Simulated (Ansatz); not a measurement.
# InAs (F-43m): converging the G0W0 gap

How do accuracy and time trade against each other in G0W0 on InAs (F-43m)?

Main program and level: Ansatz 0.2.0; G0W0 on r2SCAN, plane waves, PAW.

The database entry behind the starting cell differs from later determinations by our own check (about 0.4 % short), so it need not match the best structure at ambient conditions.

## 1. The starting structure

It takes space group F-43m (No. 216, cubic). Conventional cell: a = 6.036 Å, b = 6.036 Å, c = 6.036 Å, α = 90.00°, β = 90.00°, γ = 90.00°. Nearest to In lie 4 As at 2.61 Å. Nearest to As lie 4 In at 2.61 Å. Farther neighbours are not listed.

The cell and positions come from the Crystallography Open Database and are kept as given unless a step says otherwise.

## 2. 229 empty bands, screening to 150 eV

G0W0 replaces the xc potential by the self-energy, built once from these orbitals. Only a window of levels is corrected, while the sums run over the empty bands that the input names. This step takes hard PAW files.

The input, input.yaml:

```yaml
crystal:
  lattice:
    - [0.0, 3.018, 3.018]
    - [3.018, 0.0, 3.018]
    - [3.018, 3.018, 0.0]
  atoms:
    - { symbol: In, position: [0.0, 0.0, 0.0] }
    - { symbol: As, position: [0.25, 0.25, 0.25] }
kpoints:
  mp_grid: { grid: [8, 8, 8] }
hamiltonian:
  xc: r2scan
  pseudopotentials: { kind: paw, source: ansatz }
scf:
  occupations: { method: fixed }
gw:
  n_empty_bands: 229
  ecut_chi: 150
  qp_bands: [v2, c2]
  qp_kpoints: band_edges
  screening: { model: contour_deformation }
```

Started as:

```bash
$ ansatz run input.yaml --threads 3 --pin off --max-ram 92160MiB --backend cuda --events-out ev --progress --plain --runs-dir out --devices 1 --max-vram 13GiB
```

Numbers of over 12 decimals in the logs are rounded to 6 here.

Output:

```text
GPUs: using 1 of 1 available (devices: 1).
Engine: ansatz 0.2.0, x86_64-unknown-linux-gnu
Pseudopotentials: kind: paw
Pseudopotential: In, paw, valence charge 21, recommended cutoff 870 eV (meta_gga), In.paw.azcp
Pseudopotential: As, paw, valence charge 15, recommended cutoff 550 eV (normal), As.paw.azcp
Functional definition: r2SCAN
  parameter k0 = 0.174
  parameter k1 = 0.065
  parameter a1 = 4.9479
  exchange = r2scan_x(k0 = k0, k1 = k1, a1 = a1)
  correlation = r2scan_c
device memory: the entry about to start is reckoned to put 1.9 GiB on a device that reports 49.0 GiB free (of which the cap on the GPU budget leaves the run 13.0 GiB)
GPU FFT provider: cuFFT
GPU libraries: cuBLAS 13.8.2, cuFFT 12.4.0, cuSOLVER 12.3.4
Crystal: 2 atoms, lattice volume = 54.978 Å³
Basis set: ecut = 870 eV, 3143 PW (Γ), exchange–correlation on 180×180×180 points (64 copies of the dense FFT grid, shifted against one another)
Bands: 22, of which v1, the nominal top of the filled ones, is band 18 counted from 1 (17 counted from 0)
Symmetry: 24 space group operations
Space group: F-43m (ITA 216), of the structure as read, at distance tolerance 3.8e-5 Å
k-points: 29 of 512 (time reversal used)
Non-local potential: In, projectors of the file, l = 0: 3, l = 1: 3, l = 2: 2, l = 3: 2
Non-local potential: As, projectors of the file, l = 0: 2, l = 1: 2, l = 2: 3, l = 3: 1
PAW form: soft (Blöchl's): semilocal exchange-correlation on the pseudo side does not see the compensation charge
PAW frozen core: In, regenerated for the run's functional (the file was generated under x = pbe(κ = 0.804, μ = 0.219515), c = pbe(β = 0.066725))
PAW frozen core: As, regenerated for the run's functional (the file was generated under x = pbe(κ = 0.804, μ = 0.219515), c = pbe(β = 0.066725))
PAW one-centre angular grid: In, 590 points (default); XC on 160 Gauss nodes
PAW one-centre angular grid: As, 590 points (default); XC on 160 Gauss nodes
Initial density: superposition of atomic densities (chi_scale 0.1, normalization cell, long waves kept (reshape's long-wave potential 0.00 eV rms))
Initial wavefunctions: pseudopotential atomic-orbital guess
GPU buffer pool allocated for 91125 grid points (all kernels)
GPU transforms: local potential and band sums: pruned to the plane-wave sphere, on 45×45×45
Functional: x = r2scan, c = r2scan; τ floored in thin density (d = 2e-4 eV/Å³)
iter 1 solved again at ethr=1.35e-3 eV; its pass at ethr=3.10e-3 eV (dr2=4.87e-1 eV) is discarded
SCF iter   1: F=—  HF=-13846.296779 eV  |F-HF|=—  |Δ(HF+E_count)|=         —  Δρ=3.49e-2  dr2=4.90e-1  dr2_τ=2.71e-2  ethr=1.35e-3  ⟨swp⟩=1.0  Hψ=3227  notcnv=0
preconditioner: auto → none  [insulator: Δε(μ)=0.207 eV  Ē_g=15.734 eV  n_scr=14 (ndim 8)  ℏωp=21.2 eV  f_vac=0.065  ε∞_Penn≈2.8]
SCF iter   2: F=—  HF=-13846.265737 eV  |F-HF|=—  |Δ(HF+E_count)|=   3.10e-2  Δρ=1.54e-2  dr2=8.34e-2  dr2_τ=9.81e-3  ethr=1.35e-3  ⟨swp⟩=2.7  Hψ=917  notcnv=0  defer=50
SCF iter   3: F=—  HF=-13846.271768 eV  |F-HF|=—  |Δ(HF+E_count)|=   6.03e-3  Δρ=4.12e-3  dr2=5.44e-3  dr2_τ=1.93e-3  ethr=2.32e-4  ⟨swp⟩=3.0  Hψ=1106  notcnv=0  defer=53
SCF iter   4: F=—  HF=-13846.271572 eV  |F-HF|=—  |Δ(HF+E_count)|=   1.96e-4  Δρ=7.03e-4  dr2=1.11e-4  dr2_τ=2.83e-5  ethr=1.51e-5  ⟨swp⟩=3.0  Hψ=1234  notcnv=0  defer=56
SCF iter   5: F=—  HF=-13846.271644 eV  |F-HF|=—  |Δ(HF+E_count)|=   7.18e-5  Δρ=2.31e-4  dr2=1.50e-5  dr2_τ=2.85e-6  ethr=3.09e-7  ⟨swp⟩=2.0  Hψ=899  notcnv=0  defer=53
SCF iter   6: F=—  HF=-13846.271649 eV  |F-HF|=—  |Δ(HF+E_count)|=   4.91e-6  Δρ=6.33e-5  dr2=1.41e-6  dr2_τ=1.50e-7  ethr=4.17e-8  ⟨swp⟩=2.0  Hψ=1044  notcnv=0  defer=7
SCF iter   7: F=-13846.271649 eV  HF=-13846.271649 eV  |F-HF|=2.57e-9  |Δ(HF+E_count)|=   1.90e-8  Δρ=8.45e-6  dr2=2.28e-8  dr2_τ=4.29e-9  ethr=2.78e-10  ⟨swp⟩=4.1  Hψ=2532  notcnv=0
SCF 1 converged in 7 iterations: F = -13846.271649 eV  dr2 = 2.28e-8
  greatest PAW one-centre occupation: 0.995 electrons in one spin orbital (limit 2), on the In atom at site 0 (counted from 0), in its partial waves of l = 0
device memory: the entry about to start is reckoned to put 1.9 GiB (of the 2.1 GiB reckoned in all, the device holds 0.2 GiB already) on a device that reports 49.9 GiB free (of which the cap on the GPU budget leaves the run 12.9 GiB)
NSCF: frozen V_eff on 29 k-points, pencils in batches of 32, up to order 88
the band table was solved once the SCF had ended and its energy, with any forces and stress, was formed, with the checks that follow a solve (2982 applications of the Hamiltonian). They found nothing against the state; the energy, forces and stress were not computed again (output.eigenvalues in the input reference)
device memory: the entry about to start is reckoned to put 3.5 GiB on a device that reports 45.9 GiB free (of which the cap on the GPU budget leaves the run 13.0 GiB)
NSCF: frozen V_eff on 29 k-points
G₀W₀ screening: q 1/29
[... further progress lines ...]
SCF converged after 7 iterations
Free energy (F): -13846.271649 eV
Harris-Foulkes:  -13846.271649 eV  (|F-HF|=2.57e-9)
Internal energy: -13846.271649 eV  (E = F + TS)
E sigma→0 (E₀):  -13846.271649 eV
Fermi energy:    8.588113 eV
--- Per-component energies (eV) ---
  E_band       = -927.155435
  E_kinetic    = 1065.119220
  E_local      = -8870.398936  (includes V_loc(G=0)·N_el)
  E_nonlocal   = 1510.253975
  E_hartree    = 3257.708356
  E_xc         = -354.315026
  E_vxc        = -448.309180  (∫ρ·V_xc dr)
  E_paw        = -6207.648753  (= ΣΔE_a)
  E_vpaw       = -734.881455  (= ΣTr[D̂ρ^β])
  E_aug_tail   = 0.000047  (compensation charges beyond the density's cutoff)
  E_vtau       = 35.652558  (kinetic-family band-sum trace: ∫τ·v_τ [+ j·A + Jᵃ·Aᵃ] dr)
  E_ewald      = -4244.910761
  E_core_change = -2.079771  (= ΣΔE_core)
  E_smearing   = -0.000000  (= −TS)
  E_closure    = 0.000000  (closes the sum)
  Σ components = -13846.271649   (vs F -13846.271649, Δ=0.00e0)
--- Band table (eV; the first three rows and the last of 29) ---
  k-point 0: bands = [... 14 lower, -3.7407, 8.5881, 8.5881, 8.5881, 8.8699, 12.8735, 12.8735, 12.8735]
  k-point 1: bands = [... 14 lower, -3.5693, 6.8053, 8.3917, 8.3917, 10.0500, 13.0392, 13.1637, 13.1637]
  k-point 2: bands = [... 14 lower, -3.1007, 4.8761, 8.0007, 8.0007, 10.2246, 13.6088, 13.6088, 14.2026]
  k-point 28: bands = [... 14 lower, -1.5584, 2.7913, 5.5335, 5.6329, 13.1850, 13.2172, 14.1072, 15.1072]
--- G₀W₀: contour deformation, 9 samples at zero and on the imaginary axis and 3 off it, 512 q-points, 229 empty bands' worth ---
  eigenvalues of the whole cell's RPA ε∞ on this k-mesh (on a slab, of 1 + 4πα/V) = 77.0540, 77.0540, 77.0540; static W/v taken at q = 0 is 0.012978
  bands read: the sum over 247 bands ends inside a degenerate multiplet in 1 slot, whose members it reads at an even weight; the widest, k=3: bands 247 to 248 (counted from 1) at 1/2 each
  gw.qp_kpoints: band_edges: 13 of 29 stored k-points solved, in 1 pass; an edge of the gap read off the rows below is read off those points alone
    valence top: of the k-points left out ik 10 came nearest to being solved in a further pass, in band 18 (counted from 1, as in the quasiparticle table): it holds the edge there only if its correction is more favourable than any solved in that band by at least 0.638 eV; those differ by 0.088 eV
    conduction bottom: of the k-points left out ik 18 came nearest to being solved in a further pass, in band 19 (counted from 1, as in the quasiparticle table): it holds the edge there only if its correction is more favourable than any solved in that band by at least 1.770 eV; those differ by 0.183 eV
    ik  band        ε_KS         Σx   Σc(E_QP)       V_xc       Z   E_QP_lin       E_QP  E_QP is
     0    17      8.5881   -16.5113     0.8707   -15.3561  0.7358     8.2939     8.3037  root
     0    18      8.5881   -16.5113     0.8707   -15.3561  0.7358     8.2939     8.3037  root
     0    19      8.8699   -11.2641    -3.3192   -14.5309  0.7554     8.8177     8.8174  root
     0    20     12.8735    -7.4383    -4.1601   -11.5610  0.7373    12.8363    12.8361  root
     1    17      8.3917   -16.3415     0.9415   -15.1042  0.7347     8.0854     8.0958  root
     1    18      8.3917   -16.3415     0.9415   -15.1042  0.7347     8.0854     8.0958  root
     1    19     10.0500   -10.9222    -3.3024   -14.1846  0.7484    10.0102    10.0100  root
     1    20     13.0392    -7.7434    -4.1863   -11.8607  0.7339    12.9706    12.9702  root
     2    17      8.0007   -16.1170     1.1023   -14.6993  0.7315     7.6730     7.6854  root
     2    18      8.0007   -16.1170     1.1023   -14.6993  0.7315     7.6730     7.6854  root
     2    19     10.2246    -9.5427    -3.6489   -13.1655  0.7512    10.1986    10.1985  root
     2    20     13.6088    -7.4244    -4.3877   -11.7721  0.7258    13.5690    13.5688  root
     3    17      7.6831   -15.9926     1.2354   -14.4286  0.7291     7.3405     7.3544  root
     3    18      7.6831   -15.9926     1.2354   -14.4286  0.7291     7.3405     7.3544  root
     3    19     10.0217    -9.3492    -3.6348   -12.9510  0.7532     9.9889     9.9887  root
     3    20     13.6898    -7.0938    -4.3668   -11.4064  0.7268    13.6360    13.6357  root
     4    17      7.5660   -15.9543     1.2842   -14.3370  0.7280     7.2184     7.2328  root
     4    18      7.5660   -15.9543     1.2842   -14.3370  0.7280     7.2184     7.2328  root
     4    19      9.9288    -9.3637    -3.6166   -12.9453  0.7538     9.8940     9.8938  root
     4    20     13.6466    -6.9693    -4.3324   -11.2426  0.7279    13.5878    13.5875  root
     5    17      8.0457   -16.0161     1.0532   -14.6519  0.7321     7.7227     7.7347  root
     5    18      8.0457   -16.0161     1.0532   -14.6519  0.7321     7.7227     7.7347  root
     5    19     10.6624   -11.3694    -3.4112   -14.7673  0.7429    10.6492    10.6492  root
     5    20     12.1755    -7.0773    -3.9826   -10.9764  0.7456    12.0926    12.0919  root
[...]
23    17      5.7905   -15.1383     1.9114   -12.8661  0.7003     5.4107     5.4298  root
    23    18      6.8902   -15.4535     1.5217   -13.5775  0.7202     6.5184     6.5359  root
    23    19     11.7791    -9.2741    -4.1115   -13.4052  0.7361    11.7988    11.7988  root
    23    20     12.9896    -6.3408    -4.1362   -10.3409  0.7364    12.8551    12.8536  root
    28    17      5.5335   -15.1008     2.1423   -12.5937  0.6927     5.1484     5.1687  root
    28    18      5.6329   -14.5273     1.9929   -12.1620  0.6976     5.2391     5.2606  root
    28    19     13.1850    -6.9443    -4.1632   -10.9844  0.7288    13.0631    13.0619  root
    28    20     13.2172    -9.4693    -4.7510   -14.3083  0.7062    13.3059    13.3052  root
```

Elapsed: 2 min, on 1 × NVIDIA H100 80GB HBM3 (shared by 6 runs) with 3 threads of AMD EPYC 7R13 (Zen 3), shared host; peak memory 2.2 GiB.

This step gave:

```
bands summed                                 : 247
RPA ε∞ on this mesh (eigenvalues)            : 77.05, 77.05, 77.05
plane waves in the screening matrix          : 259
q-points in the mesh                         : 512
G0W0 gap on the mesh                         : 0.5137 eV
k of the valence top                         : 0, 0, 0
k of the conduction bottom                   : 0, 0, 0
starting gap on the mesh                     : 0.2817 eV
Z at the valence top                         : 0.7358
Z at the conduction bottom                   : 0.7554
least direct G0W0 gap on the computed points : 0.5137 eV
```

The gap on the mesh goes from 0.28 eV to 0.51 eV, a correction of +0.23 eV. Between the two edge states, bare exchange in place of the xc potential would open the gap by 4.42 eV, and correlation takes back 4.19 eV.

## 3. 493 empty bands, screening to 250 eV

Another rung: the empty bands reach about as high as the screening cutoff, so the two stay in balance.

input.yaml, as its differences from that of step 2:

```diff
@@ -16,4 +16,4 @@
 gw:
-  n_empty_bands: 229
-  ecut_chi: 150
+  n_empty_bands: 493
+  ecut_chi: 250
   qp_bands: [v2, c2]
```

Output:

```text
GPUs: using 1 of 1 available (devices: 1).
[...]
GPU FFT provider: cuFFT
GPU libraries: cuBLAS 13.8.2, cuFFT 12.4.0, cuSOLVER 12.3.4
Crystal: 2 atoms, lattice volume = 54.978 Å³
Basis set: ecut = 870 eV, 3143 PW (Γ), exchange–correlation on 180×180×180 points (64 copies of the dense FFT grid, shifted against one another)
Bands: 22, of which v1, the nominal top of the filled ones, is band 18 counted from 1 (17 counted from 0)
Symmetry: 24 space group operations
[...]
k-points: 29 of 512 (time reversal used)
[...]
GPU buffer pool allocated for 91125 grid points (all kernels)
[...]
SCF iter   7: F=-13846.271649 eV  HF=-13846.271649 eV  |F-HF|=2.57e-9  |Δ(HF+E_count)|=   1.90e-8  Δρ=8.45e-6  dr2=2.28e-8  dr2_τ=4.29e-9  ethr=2.78e-10  ⟨swp⟩=4.1  Hψ=2532  notcnv=0
SCF 1 converged in 7 iterations: F = -13846.271649 eV  dr2 = 2.28e-8
[...]
NSCF: frozen V_eff on 29 k-points, pencils in batches of 32, up to order 88
[...]
NSCF: frozen V_eff on 29 k-points
G₀W₀ screening: q 1/29
[... further progress lines ...]
SCF converged after 7 iterations
Free energy (F): -13846.271649 eV
[...]
Internal energy: -13846.271649 eV  (E = F + TS)
E sigma→0 (E₀):  -13846.271649 eV
Fermi energy:    8.588113 eV
[...]
--- Band table (eV; the first three rows and the last of 29) ---
  k-point 0: bands = [... 14 lower, -3.7407, 8.5881, 8.5881, 8.5881, 8.8699, 12.8735, 12.8735, 12.8735]
  k-point 1: bands = [... 14 lower, -3.5693, 6.8053, 8.3917, 8.3917, 10.0500, 13.0392, 13.1637, 13.1637]
  k-point 2: bands = [... 14 lower, -3.1007, 4.8761, 8.0007, 8.0007, 10.2246, 13.6088, 13.6088, 14.2026]
  k-point 28: bands = [... 14 lower, -1.5584, 2.7913, 5.5335, 5.6329, 13.1850, 13.2172, 14.1072, 15.1072]
[...]
0    17      8.5881   -16.5113     0.7758   -15.3561  0.7356     8.1883     8.2088  root
     0    18      8.5881   -16.5113     0.7758   -15.3561  0.7356     8.1883     8.2088  root
     0    19      8.8699   -11.2641    -3.4502   -14.5309  0.7552     8.6887     8.6865  root
     0    20     12.8735    -7.4383    -4.2115   -11.5610  0.7371    12.7855    12.7848  root
     1    17      8.3917   -16.3415     0.8507   -15.1042  0.7345     7.9833     8.0051  root
     1    18      8.3917   -16.3415     0.8507   -15.1042  0.7345     7.9833     8.0051  root
     1    19     10.0500   -10.9222    -3.4176   -14.1846  0.7481     9.8966     9.8949  root
     1    20     13.0392    -7.7434    -4.2513   -11.8607  0.7338    12.9066    12.9052  root
[...]
28    17      5.5335   -15.1008     2.0862   -12.5937  0.6924     5.0822     5.1125  root
    28    18      5.6329   -14.5273     1.9397   -12.1620  0.6975     5.1756     5.2073  root
    28    19     13.1850    -6.9443    -4.2225   -10.9844  0.7287    13.0050    13.0025  root
    28    20     13.2172    -9.4693    -4.8520   -14.3083  0.7058    13.2043    13.2042  root
```

The job ended after 5.9 min (1 × NVIDIA H100 80GB HBM3 (shared by 6 runs) with 3 threads; peak memory 4 GiB).

Numbers from this step:

* bands summed: 511
* RPA ε∞ on this mesh (eigenvalues): 77.06, 77.06, 77.06
* plane waves in the screening matrix: 531
* q-points in the mesh: 512
* G0W0 gap on the mesh: 0.4777 eV
* k of the valence top: 0, 0, 0
* k of the conduction bottom: 0, 0, 0
* starting gap on the mesh: 0.2817 eV
* Z at the valence top: 0.7356
* Z at the conduction bottom: 0.7552
* least direct G0W0 gap on the computed points: 0.4777 eV

Against the run with 8×8×8 mesh, 229 empty bands, screening to 150 eV, hard PAW files, the gap moves by −0.04 eV.

## 4. Changing the k mesh: 10×10×10 mesh, 229 empty bands, screening to 150 eV, hard PAW files

A second mesh at equal bands and cutoff isolates the sampling error. Bands and cutoff differ from the step before, so it is read against an earlier run that matches them.

input.yaml, as its differences from that of step 3:

```diff
@@ -9,3 +9,3 @@
 kpoints:
-  mp_grid: { grid: [8, 8, 8] }
+  mp_grid: { grid: [10, 10, 10] }
 hamiltonian:
@@ -16,4 +16,4 @@
 gw:
-  n_empty_bands: 493
-  ecut_chi: 250
+  n_empty_bands: 229
+  ecut_chi: 150
   qp_bands: [v2, c2]
```

Output:

```text
GPUs: using 1 of 1 available (devices: 1).
[...]
GPU FFT provider: cuFFT
GPU libraries: cuBLAS 13.8.2, cuFFT 12.4.0, cuSOLVER 12.3.4
Crystal: 2 atoms, lattice volume = 54.978 Å³
Basis set: ecut = 870 eV, 3143 PW (Γ), exchange–correlation on 180×180×180 points (64 copies of the dense FFT grid, shifted against one another)
Bands: 22, of which v1, the nominal top of the filled ones, is band 18 counted from 1 (17 counted from 0)
[...]
1    20     12.9453    -7.6340    -4.1435   -11.7270  0.7357    12.8952    12.8949  root
[...]
46    17      5.5889   -15.1072     2.1112   -12.6338  0.6929     5.1958     5.2267  root
    46    18      5.6765   -14.5746     1.9769   -12.2292  0.6970     5.2753     5.3080  root
    46    19     12.5540    -6.9239    -4.0687   -10.8832  0.7349    12.4459    12.4446  root
    46    20     12.8362    -8.9318    -4.4904   -13.4807  0.7185    12.8950    12.8946  root
[key lines of the parts left out:]
SCF converged after 7 iterations
Free energy (F): -13846.274074 eV
Fermi energy:    8.586749 eV
```

Run time: 4.2 min. Hardware: 1 × NVIDIA H100 80GB HBM3 (shared by 6 runs) with 3 threads; peak memory 2.8 GiB.

Numbers from this step:

| Property | Result |
| --- | --- |
| bands summed | 247 |
| RPA ε∞ on this mesh (eigenvalues) | 44.52, 44.52, 44.52 |
| plane waves in the screening matrix | 259 |
| G0W0 gap on the mesh | 0.5200 eV |
| k of the valence top | 0, 0, 0 |
| k of the conduction bottom | 0, 0, 0 |
| starting gap on the mesh | 0.2821 eV |
| least direct G0W0 gap on the computed points | 0.5200 eV |

Against the run with 8×8×8 mesh, 229 empty bands, screening to 150 eV, hard PAW files, the gap moves by +0.006 eV.

## 5. Convergence and cost

Times are wall times on 1 × NVIDIA H100 80GB HBM3 (shared by 6 runs) with 3 threads of AMD EPYC 7R13 (Zen 3), shared host, good to a factor of about two.

| mesh | files | frequency | bands summed | cutoff (eV) | start (eV) | G0W0 (eV) | time | host memory (GiB) |
| --- | --- | --- | --- | --- | --- | --- | --- | --- |
| 8×8×8 | hard PAW | contour deformation | 247 | 150 | 0.282 | 0.514 | 2 min | 2.2 |
| 8×8×8 | hard PAW | contour deformation | 511 | 250 | 0.282 | 0.478 | 5.9 min | 4.0 |
| 10×10×10 | hard PAW | contour deformation | 247 | 150 | 0.282 | 0.520 | 4.2 min | 2.8 |

How the two edges are built up, in eV (the quasiparticle level is the starting level plus Σx plus Σc less Vxc):

| run | edge | start | Σx | Σc | Vxc | Z | QP |
| --- | --- | --- | --- | --- | --- | --- | --- |
| 247 bands | valence top | 8.59 | -16.51 | 0.87 | -15.36 | 0.74 | 8.30 |
| 247 bands | conduction bottom | 8.87 | -11.26 | -3.32 | -14.53 | 0.76 | 8.82 |
| 511 bands | valence top | 8.59 | -16.51 | 0.78 | -15.36 | 0.74 | 8.21 |
| 511 bands | conduction bottom | 8.87 | -11.26 | -3.45 | -14.53 | 0.76 | 8.69 |

## 6. What came out

```
247 bands, 150 eV                   : 0.514 eV
511 bands, 250 eV                   : 0.478 eV
estimated limit in bands and cutoff : 0.44 eV
mesh and start                      : 8×8×8, r2SCAN
```

What this shows: A line in one over the bands through the two rungs gives 0.44 eV, −0.03 eV from the top rung; with two points alone it is an unchecked estimate. The rungs stand 0.07 eV (247 bands) and 0.03 eV (511 bands) from it. From 247 to 511 bands the gap moves by −0.04 eV while the time grows 3.0-fold. Σc changes by −0.09 eV at the valence top and −0.13 eV at the conduction bottom, so the levels themselves move more than the gap between them. On the 10×10×10 mesh in place of 8×8×8 the gap differs by +0.01 eV, of which +0.0004 eV is already in the start. Gaps are over the mesh's points; an edge off the mesh would be missed. The RPA ε∞ on this mesh reaches over 25; with a narrow direct gap a coarse mesh can overstate it, and the correction is then too small. The many-body steps are scalar-relativistic: spin-orbit coupling is not in them.

[Paths, hosts, dates, memory and timing lines, banners, echoed tables and standing remarks are left out of the program output.]

[Logs are printed without paths, hosts, clocks, repeated set-up lines and the standing remarks that a program may print on its own settings, such as how far it seeks lower states.]

[Runs of the session that timed out or met a known fault of the program may be left out.]

[Cells called generated may have been cut or substituted from an entry of the Crystallography Open Database or the Materials Project.]

[Hosts, paths, dates, database ids (printed as entryN), source tags and the programs' standing remarks are cut or masked in the printed files.]
